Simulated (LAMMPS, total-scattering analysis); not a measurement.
## Cu81Zr19: neutron weights and totals by hand

A simulated model of Cu81Zr19 at 1850 K, zero pressure, from classical molecular dynamics (LAMMPS) with the Finnis-Sinclair Cu-Zr potential (Mendelev, file CuZr_mm.eam.fs of the LAMMPS distribution). The average runs over 8.0 ps of 900 atoms. It is a liquid; how it was made: 900 atoms placed at random at 7.39 g/cm^3, melted at 2870 K for 8 ps, cooled at 200 K/ps. Whether this temperature lies above the real melting point isn't tested here; fast cooling can keep a melt undercooled. Atom fractions Cu 0.8067, Zr 0.1933; masses Cu 63.546, Zr 91.224 u; density 7.3095 g/cm³; coherent lengths Cu 7.718, Zr 7.16 fm. Faber–Ziman partials at a few Q:

| Q (Å⁻¹) | S Cu–Cu | S Cu–Zr | S Zr–Zr |
| --- | --- | --- | --- |
| 1.80 | 0.258 | -0.209 | 0.938 |
| 2.90 | 2.077 | 2.299 | 1.175 |
| 5.10 | 1.074 | 1.202 | 0.904 |

The pair function g(CuZr), r in Å, every 0.06 Å up to its first minimum: 2.13 0.01, 2.19 0.04, 2.25 0.13, 2.31 0.34, 2.37 0.52, 2.43 0.86, 2.49 1.30, 2.55 1.67, 2.61 2.03, 2.67 2.27, 2.73 2.45, 2.79 2.51, 2.85 2.47, 2.91 2.20, 2.97 2.07, 3.03 1.82, 3.09 1.68, 3.15 1.44, 3.21 1.31, 3.27 1.06, 3.33 0.95, 3.39 0.83, 3.45 0.74, 3.51 0.66, 3.57 0.61, 3.63 0.54, 3.69 0.52, 3.75 0.47, 3.81 0.49, 3.87 0.50.

**Tasks.** (a) The number density. (b) The neutron weights. (c) The neutron S(Q) at the listed Q. (d) The Bhatia–Thornton terms S_NN and S_CC there. (e) The number of Zr around Cu.

(a) The mean mass is 0.8067×63.546 + 0.1933×91.224 = 68.896 u, so ρ₀ = 7.3095/(68.896 × 1.66054) = 0.06389 Å⁻³.

(b) ⟨b⟩ = 0.8067×7.718 + 0.1933×7.16 = 7.610 fm. The weight of a pair is ci cj bi bj (2 − δij)/⟨b⟩²: Cu–Cu 0.669, Cu–Zr 0.298, Zr–Zr 0.033; they sum to 1.000.

(c) S = 1 + Σ w (Sij − 1). At 1.80 Å⁻¹: 1 − 0.497 − 0.360 − 0.002 = 0.141; Cu–Cu pulls down most. At 2.90 Å⁻¹: 1 + 0.721 + 0.387 + 0.006 = 2.114; Cu–Cu pushes up most. At 5.10 Å⁻¹: 1 + 0.050 + 0.060 − 0.003 = 1.107; Cu–Zr pushes up most.

(d) S_NN = c₁²S₁₁ + c₂²S₂₂ + 2c₁c₂S₁₂ and S_CC = c₁c₂[1 + c₁c₂(S₁₁ + S₂₂ − 2S₁₂)], with 1 = Cu: 1.80 Å⁻¹: S_NN = 0.14, S_CC/(c₁c₂) = 1.25; 2.90 Å⁻¹: S_NN = 2.11, S_CC/(c₁c₂) = 0.79; 5.10 Å⁻¹: S_NN = 1.11, S_CC/(c₁c₂) = 0.93. A random mixture has S_CC/(c₁c₂) = 1; a value well above it means concentration waves of period 2π/Q: alternation near the main peak or below it, clustering toward Q = 0.

(e) n = 4πρ₀ c(Zr) Σ r² g Δr. The sum Σ r² g over the listed points is 306.4 Å², so n = 4π × 0.06389 × 0.1933 × 306.4 × 0.06 = 2.85; counting pairs in the frames up to 3.90 Å gives 2.86. By balance, each Zr has n c(Cu)/c(Zr) = 11.91 Cu.
